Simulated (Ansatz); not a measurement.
**HfBRh3 (Pm-3m): relaxing the cell for a phonon run**

Aim: bring HfBRh3 (Pm-3m) to small forces and stress, as phonons need.

Calculated with Ansatz 0.2.0; DFT PBEsol, scalar-relativistic, plane waves, PAW; PAW set soft_1.

## 1. Set-up

Symmetry: Pm-3m, No. 221, cubic system. The conventional cell has a = 4.095 Å, b = 4.095 Å, c = 4.095 Å, α = 90.00°, β = 90.00°, γ = 90.00°. Hf has 12 Rh at 2.90 Å nearest. Nearest to B lie 6 Rh at 2.05 Å. Nearest to Rh lie 2 B at 2.05 Å and 8 Rh at 2.90 Å and 4 Hf at 2.90 Å. Farther neighbours are not listed.

## 2. Probe on a coarse mesh

First a cheap look: the gap decides the mesh and the occupations, the pressure tells how far the cell has to move.

input.yaml reads:

```yaml
crystal:
  lattice:
    - [4.09526278, 0.0, 0.0]
    - [0.0, 4.09526278, 0.0]
    - [0.0, 0.0, 4.09526278]
  atoms:
    - { symbol: Hf, position: [0.0, 0.0, 0.0] }
    - { symbol: B, position: [0.5, 0.5, 0.5] }
    - { symbol: Rh, position: [0.0, 0.5, 0.5] }
    - { symbol: Rh, position: [0.5, 0.5, 0.0] }
    - { symbol: Rh, position: [0.5, 0.0, 0.5] }
kpoints:
  mp_grid: { grid: [4, 4, 4] }
hamiltonian:
  xc: pbesol
  pseudopotentials: { kind: paw, azcp: { folder: soft_1 }, xc_functional: pbe }
scf:
  occupations: { method: gaussian, width: 0.1 }
output:
  forces: true
  stress: true
  eigenvalues: true
```

Command:

```
> ansatz run input.yaml --threads 4 --pin off --max-ram 10240MiB --backend cpu --events-out ev --progress --plain --runs-dir out
```

Numbers of over 12 decimals in the logs are rounded to 6 here.

Log:

```text
Engine: ansatz 0.2.0, aarch64-unknown-linux-gnu
Pseudopotentials: kind: paw
Pseudopotential: Hf, paw, valence charge 26, recommended cutoff 420 eV (normal), soft_1/Hf.paw.azcp
Pseudopotential: B, paw, valence charge 3, recommended cutoff 420 eV (normal), soft_1/B.paw.azcp
Pseudopotential: Rh, paw, valence charge 17, recommended cutoff 420 eV (normal), soft_1/Rh.paw.azcp
Functional definition: PBEsol
[...]
k-point 0: bands = [... 36 lower, 19.1891, 19.1891, 20.4572, 20.4891, 20.4891, 20.4891, 23.1456, 23.1456, ... 3 higher]
  k-point 1: bands = [... 36 lower, 18.7897, 19.2626, 19.9785, 20.4903, 21.4958, 21.4958, 22.8342, 23.2153, ... 3 higher]
  k-point 2: bands = [... 36 lower, 18.7877, 18.7877, 19.3391, 20.4915, 21.3755, 21.3755, 22.5320, 22.5328, ... 3 higher]
  k-point 9: bands = [... 36 lower, 20.2942, 20.2942, 20.2942, 20.7073, 20.7073, 20.7073, 22.0430, 22.0430, ... 3 higher]
[key lines of the parts left out:]
SCF converged after 11 iterations
Free energy (F): -34771.712942 eV
Fermi energy:    20.585239 eV
P = ⅓ Tr σ = -2.7882 GPa (-27.882 kbar)
```

Run time: 1.7 s. Hardware: 4 threads of Arm Neoverse V1, shared host; peak memory 0.38 GiB.

This step gave:

- pressure: -2.788 GPa
- volume per atom: 13.74 Å³
- gap on the k-mesh: 0 eV

The coarse mesh shows no gap and a pressure of -2.8 GPa.

## 3. Bringing the structure to rest

The cell and atoms are relaxed, since residual forces and stress would shift the frequencies.

input.yaml: that of step 2 with these lines changed.

```diff
@@ -12,3 +12,3 @@
 kpoints:
-  mp_grid: { grid: [4, 4, 4] }
+  mp_grid: { grid: [10, 10, 10] }
 hamiltonian:
@@ -22 +22,10 @@
   eigenvalues: true
+  write_density: true
+  write_potential: true
+  elf: true
+  volumetric_format: npy
+relax:
+  adjacent_minimum: "off"
+  f_tol: 0.005
+  max_steps: 80
+  cell: { stress_tol: 0.05 }
```

Log:

```text
[...]
Crystal: 5 atoms, lattice volume = 68.682 Å³
Basis set: ecut = 420 eV, 1357 PW (Γ), exchange–correlation on 60×60×60 points (8 copies of the dense FFT grid, shifted against one another)
Bands: 48, of which v1, the nominal top of the filled ones, is band 40 counted from 1 (39 counted from 0)
Symmetry: 48 space group operations
[...]
k-points: 56 of 1000
[...]
SCF iter   1: F=—  HF=-34786.734787 eV  |F-HF|=—  |Δ(HF+E_count)|=         —  Δρ=3.35e-1  dr2=1.43e2  ethr=3.10e-3  ⟨swp⟩=5.1  Hψ=8135  notcnv=0
[...]
SCF iter  11: F=-34771.744819 eV  HF=-34771.744819 eV  |F-HF|=3.39e-9  |Δ(HF+E_count)|=   3.86e-9  Δρ=2.24e-6  dr2=4.77e-9  ethr=5.21e-11  ⟨swp⟩=5.2  Hψ=14829  notcnv=0
SCF 1 converged in 11 iterations: F = -34771.744819 eV  dr2 = 4.77e-9
[...]
relax step   1: F+E_penalty+E_count = -34771.74481896 eV  Δ(F+E_penalty+E_count) = +0.000e0 eV  max|allowed force component| = 5.848e-29 eV/Å  Δτ_max = 0.0000 Å  P = -2.940 GPa  Ω = 68.682 Å³  (11 SCF iters, dr2 threshold 1.00e-7 eV, accepted)
Crystal: 5 atoms, lattice volume = 67.433 Å³
[...]
iter 1 solved again at ethr=3.66e-5 eV; its pass at ethr=3.10e-3 eV (dr2=2.92e-2 eV) is discarded
[...]
SCF iter   6: F=-34771.751489 eV  HF=-34771.751489 eV  |F-HF|=1.12e-7  |Δ(HF+E_count)|=   5.89e-7  Δρ=1.63e-5  dr2=1.78e-7  ethr=6.25e-10  ⟨swp⟩=9.2  Hψ=21453  notcnv=0
SCF 2 converged in 6 iterations: F = -34771.751489 eV  dr2 = 1.78e-7
relax step   2: F+E_penalty+E_count = -34771.75148915 eV  Δ(F+E_penalty+E_count) = -6.670e-3 eV  max|allowed force component| = 1.016e-28 eV/Å  Δτ_max = 0.0000 Å  P = +1.529 GPa  Ω = 67.433 Å³  energy of the carried Pulay correction = +8.799e-4 eV  (6 SCF iters, dr2 threshold 5.00e-7 eV, accepted)
Crystal: 5 atoms, lattice volume = 67.856 Å³
[...]
SCF iter   6: F=-34771.753152 eV  HF=-34771.753152 eV  |F-HF|=6.21e-9  |Δ(HF+E_count)|=   3.14e-8  Δρ=3.86e-6  dr2=1.18e-8  ethr=4.00e-10  ⟨swp⟩=7.1  Hψ=15644  notcnv=0
SCF 3 converged in 6 iterations: F = -34771.753152 eV  dr2 = 1.18e-8
relax step   3: F+E_penalty+E_count = -34771.75315231 eV  Δ(F+E_penalty+E_count) = -1.663e-3 eV  max|allowed force component| = 1.415e-28 eV/Å  Δτ_max = 0.0000 Å  P = -0.032 GPa  Ω = 67.856 Å³  energy of the carried Pulay correction = +5.806e-4 eV  (6 SCF iters, dr2 threshold 5.00e-7 eV, accepted)
[...]
SCF iter   6: F=-34771.752575 eV  HF=-34771.752575 eV  |F-HF|=0.00e0  |Δ(HF+E_count)|=    0.00e0  Δρ=8.19e-8  dr2=2.93e-12  ethr=1.00e-12  ⟨swp⟩=5.1  Hψ=11707  notcnv=0
SCF 4 converged in 6 iterations: F = -34771.752575 eV  dr2 = 2.93e-12
[...]
relax step   4: F+E_penalty+E_count = -34771.75257495 eV  Δ(F+E_penalty+E_count) = +5.774e-4 eV  max|allowed force component| = 8.236e-29 eV/Å  Δτ_max = 0.0000 Å  P = -0.036 GPa  Ω = 67.856 Å³  stress off target by 3.56e-2 GPa  SCF on the basis re-selected at this cell (its energy is not comparable with the rows above)  (6 SCF iters)
basis re-selected at this cell: Δ(F+E_penalty+E_count) = +5.774e-4 eV, ΔP = -0.004 GPa vs the last step (what re-selecting the basis moved, of the pressure what is left beyond the Pulay correction that the steps carried, after the strain that the cell walked since its last selection, with what the two solves' SCF thresholds leave and, on support functions, any second-order correction that the steps lacked; it is no m [...]
SCF converged after 6 iterations
Free energy (F): -34771.752575 eV
[...]
Internal energy: -34771.752105 eV  (E = F + TS)
E sigma→0 (E₀):  -34771.752340 eV
Entropy (-TS):   -0.000470 eV (-0.094 meV/atom)
Fermi energy:    20.907080 eV
[...]
--- Stress (GPa, compression-positive) ---
       -0.035604       0.000000      -0.000000
        0.000000      -0.035604       0.000000
       -0.000000       0.000000      -0.035604
  P = ⅓ Tr σ = -0.0356 GPa (-0.356 kbar)
--- Band table (eV; the first three rows and the last of 56) ---
  k-point 0: bands = [... 36 lower, 19.4674, 19.4674, 20.7486, 20.7790, 20.7790, 20.7790, 23.4819, 23.4819, ... 4 higher]
  k-point 1: bands = [... 36 lower, 19.1747, 19.7927, 20.6674, 20.7793, 21.0916, 21.0916, 23.4214, 23.5700, ... 4 higher]
  k-point 2: bands = [... 36 lower, 19.0448, 19.7285, 20.4289, 20.7799, 21.6065, 21.6065, 23.2618, 23.6349, ... 4 higher]
  k-point 55: bands = [... 36 lower, 20.5811, 20.5811, 20.5811, 21.0165, 21.0165, 21.0165, 22.3629, 22.3629, ... 4 higher]
--- Relaxed structure (3 steps of the walk, 3 accepted, 1 SCFs on fresh bases) ---
  F+E_penalty+E_count = -34771.75257495 eV   max|allowed force component| = 8.236e-29 eV/Å   (the final SCF, on the basis selected at the relaxed cell)
  cell:  # Å, volume = 67.8557 Å³
    - [4.078765, 0, 0]
    - [0, 4.078765, 0]
    - [0, 0, 4.078765]
  atoms:
    - { symbol: Hf, position: [0, 0, 0] }
    - { symbol: B, position: [0.500000, 0.500000, 0.500000] }
    - { symbol: Rh, position: [0, 0.500000, 0.500000] }
    - { symbol: Rh, position: [0.500000, 0.500000, 0] }
    - { symbol: Rh, position: [0.500000, 0, 0.500000] }
```

It took 14 s on 4 threads; peak memory 0.51 GiB.

Step by step:

```
step  energy less that of the first step (eV)  largest force component (eV/Å)  pressure (GPa)  volume (Å³)
   1                                   0.0000                          0.0000           -2.94        68.68
   2                                  -0.0067                          0.0000            1.53        67.43
   3                                  -0.0083                          0.0000           -0.03        67.86
  4*                                  -0.0078                          0.0000           -0.04        67.86
```

Relaxation steps marked * repeat the geometry before them on a plane-wave basis chosen anew for their cell, so energy and pressure can jump there.

The run keeps the 48 symmetry operations that it works with, so distortions that break them were not tested.

```
conventional cell, symmetrised  before  after  change
                         a (Å)   4.095  4.079  -0.4 %
                         b (Å)   4.095  4.079  -0.4 %
                         c (Å)   4.095  4.079  -0.4 %
              volume (Å³/atom)   13.74  13.57  -1.2 %
```

The relaxed structure:

```xyz
5
Lattice="4.0788 0.0000 0.0000 0.0000 4.0788 0.0000 0.0000 0.0000 4.0788" Properties=species:S:1:pos:R:3 pbc="T T T"
Hf    0.0000    0.0000    0.0000
B     2.0394    2.0394    2.0394
Rh    0.0000    2.0394    2.0394
Rh    2.0394    2.0394    0.0000
Rh    2.0394    0.0000    2.0394
```

This step gave:

- pressure: -0.03560 GPa
- volume per atom: 13.57 Å³

Electrostatic potential energy in the ac plane at fractional y = 0.500, with atoms of B and Rh within 0.2 Å of it. With pseudopotentials it is smooth inside the atoms' cores, unlike the true potential.

Values in eV, 14 rows by 14 columns, each cell a mean:
```
 23  23  22  18  -5 -32 -53 -56 -47 -26   7  19  23  23
 23  23  22  20   6 -16 -37 -41 -30 -10  14  21  23  23
 19  20  21  21  17   9  -4  -8   0  12  19  21  21  19
  4   9  17  20  20  17  12  10  14  18  20  19  14   7
-31 -23  -1  14  18  14   3  -1   7  15  18  12 -10 -26
-52 -44 -19   6  14   3 -16 -19 -10   7  14   0 -30 -47
-58 -54 -29  -1  10  -7 -22 -21 -19  -1  10  -8 -41 -56
-58 -50 -25   2  12  -3 -21 -22 -16   3  12  -4 -37 -53
-37 -29  -6  12  17  11  -3  -7   3  14  17   9 -16 -32
 -9  -2  12  18  19  17  12  10  14  18  20  17   6  -5
 17  19  21  21  18  12   2  -1   6  14  20  21  20  18
 22  22  22  21  12  -6 -25 -29 -19  -1  17  21  22  22
 23  23  22  19  -2 -29 -50 -54 -44 -23   9  20  23  23
 23  23  22  17  -9 -37 -58 -58 -52 -31   4  19  23  23
```
Columns run along a (4.1 Å; values clipped at the 3rd and 97th percentile), rows up along c (4.1 Å). Atoms in or near the plane, at fractional coordinates: B at (0.50, 0.50), Rh at (0.00, 0.50), Rh at (0.50, 0.00).

Valence density in the ac plane at fractional y = 0.500, with atoms of B and Rh within 0.2 Å of it. It is the smooth field of the valence electrons, not physical close to the nuclei.

Ten even steps from '_' (0 e/Å³) to '@' (13 e/Å³), each cell a mean:
```
________..--##%%++::________
__________..--==--..________
______________..____________
____________________________
--::____________________..::
##++..__________________--++
@@##::________________..==%%
%%**::__________________--##
==--..__________________..--
..________________________..
____________________________
__________..::::..__________
__________--**##++::________
________..==%%@@##--________
```
Columns run along a (4.1 Å), rows up along c (4.1 Å). Atoms in or near the plane, at fractional coordinates: B at (0.50, 0.50), Rh at (0.00, 0.50), Rh at (0.50, 0.00).

ELF in the ac plane at fractional y = 0.500, with atoms of B and Rh within 0.2 Å of it. It is the smooth field of the valence electrons, not physical close to the nuclei.

Values, 14 rows by 14 columns, each cell a mean:
```
0.28 0.28 0.27 0.24 0.40 0.58 0.71 0.73 0.67 0.55 0.31 0.24 0.28 0.28
0.27 0.28 0.28 0.24 0.30 0.46 0.61 0.64 0.56 0.41 0.25 0.25 0.29 0.28
0.24 0.24 0.26 0.27 0.24 0.27 0.36 0.39 0.33 0.25 0.25 0.27 0.25 0.24
0.34 0.30 0.23 0.26 0.33 0.35 0.37 0.38 0.36 0.34 0.31 0.25 0.25 0.31
0.59 0.52 0.33 0.25 0.44 0.57 0.56 0.54 0.58 0.55 0.34 0.25 0.41 0.55
0.70 0.65 0.47 0.30 0.47 0.57 0.31 0.22 0.43 0.58 0.36 0.33 0.56 0.67
0.75 0.72 0.55 0.35 0.48 0.49 0.07 0.00 0.22 0.54 0.38 0.39 0.64 0.73
0.73 0.69 0.51 0.33 0.48 0.53 0.17 0.07 0.31 0.56 0.37 0.36 0.61 0.71
0.62 0.56 0.37 0.26 0.45 0.59 0.53 0.49 0.57 0.57 0.35 0.27 0.46 0.58
0.44 0.38 0.25 0.25 0.38 0.45 0.48 0.48 0.47 0.44 0.33 0.24 0.30 0.40
0.25 0.24 0.25 0.27 0.25 0.26 0.33 0.35 0.30 0.25 0.26 0.27 0.24 0.24
0.26 0.27 0.28 0.25 0.25 0.37 0.51 0.55 0.47 0.33 0.23 0.26 0.28 0.27
0.28 0.29 0.27 0.24 0.38 0.56 0.69 0.72 0.65 0.52 0.30 0.24 0.28 0.28
0.28 0.28 0.26 0.25 0.44 0.62 0.73 0.75 0.70 0.59 0.34 0.24 0.27 0.28
```
Columns run along a (4.1 Å), rows up along c (4.1 Å). Atoms in or near the plane, at fractional coordinates: B at (0.50, 0.50), Rh at (0.00, 0.50), Rh at (0.50, 0.00).

In this step the volume went from 13.74 to 13.57 Å³/atom.

## 4. Relaxing to small forces for the phonons

Phonons need a cell at rest on their own settings, so the relaxation is repeated with tight tolerances on forces and stress on the k mesh and occupations of the first response run.

input.yaml reads:

```yaml
crystal:
  lattice:
    - [4.0787653267, 0.0, 0.0]
    - [0.0, 4.0787653267, 0.0]
    - [0.0, 0.0, 4.0787653267]
  atoms:
    - { symbol: Hf, position: [0.0, 0.0, 0.0] }
    - { symbol: B, position: [0.5, 0.5, 0.5] }
    - { symbol: Rh, position: [0.0, 0.5, 0.5] }
    - { symbol: Rh, position: [0.5, 0.5, 0.0] }
    - { symbol: Rh, position: [0.5, 0.0, 0.5] }
kpoints:
  mp_grid: { grid: [12, 12, 12] }
hamiltonian:
  xc: pbesol
  pseudopotentials: { kind: paw, azcp: { folder: soft_1 }, xc_functional: pbe }
scf:
  occupations: { method: methfessel_paxton, width: 0.2 }
output:
  forces: true
  stress: true
  eigenvalues: true
relax:
  adjacent_minimum: "off"
  f_tol: 0.001
  max_steps: 60
  cell: { stress_tol: 0.01 }
```

Log:

```text
[...]
Crystal: 5 atoms, lattice volume = 67.856 Å³
Basis set: ecut = 420 eV, 1357 PW (Γ), exchange–correlation on 60×60×60 points (8 copies of the dense FFT grid, shifted against one another)
Bands: 48, of which v1, the nominal top of the filled ones, is band 40 counted from 1 (39 counted from 0)
[... 1 set-up line as in the run before ...]
[...]
k-points: 84 of 1728
[...]
--- Relaxed structure (3 steps of the walk, 3 accepted, 1 SCFs on fresh bases) ---
[...]
cell:  # Å, volume = 67.8405 Å³
    - [4.078461, 0, 0.0]
    - [0, 4.078461, 0.0]
    - [0.0, 0.0, 4.078461]
  atoms:
    - { symbol: Hf, position: [0, 0, 0] }
    - { symbol: B, position: [0.5, 0.5, 0.5] }
    - { symbol: Rh, position: [0, 0.5, 0.5] }
    - { symbol: Rh, position: [0.5, 0.5, 0] }
    - { symbol: Rh, position: [0.5, 0, 0.5] }
[key lines of the parts left out:]
SCF converged after 6 iterations
Free energy (F): -34771.750037 eV
Fermi energy:    20.838856 eV
P = ⅓ Tr σ = 0.0001 GPa (0.001 kbar)
```

It took 17 s on 4 threads; peak memory 0.56 GiB.

Little changed from the start: no atom moved by 0.005 Å and no cell edge by 0.1 %.

This step gave:

| Property | Result |
| --- | --- |
| pressure | 5.13e-5 GPa |

The forces vanish by symmetry and the pressure is 0.000 GPa, within the tolerances set. The cell now holds 13.57 Å³/atom.

## 5. Summary of results

```yaml
space_group_after_relaxation_within_0p01_a: Pm-3m
lattice_constant_a: 4.078 Å
lattice_constant_b: 4.078 Å
lattice_constant_c: 4.078 Å
volume_per_atom: 13.6 Å³
```

In words: The forces vanish by symmetry and the pressure is 0.000 GPa, within the tolerances set. The cell now holds 13.57 Å³/atom. The relaxation keeps the symmetry of its start, so it says nothing on stability against lower symmetry. Spin-orbit coupling is left out, which can matter for the heavy elements here. The PAW files were made for PBE and serve the other functionals too.

[Logs are printed without paths, hosts, clocks, repeated set-up lines and the standing remarks that a program may print on its own settings, such as how far it seeks lower states.]

[Hosts, paths, dates, database ids (printed as entryN), source tags and the programs' standing remarks are cut or masked in the printed files.]
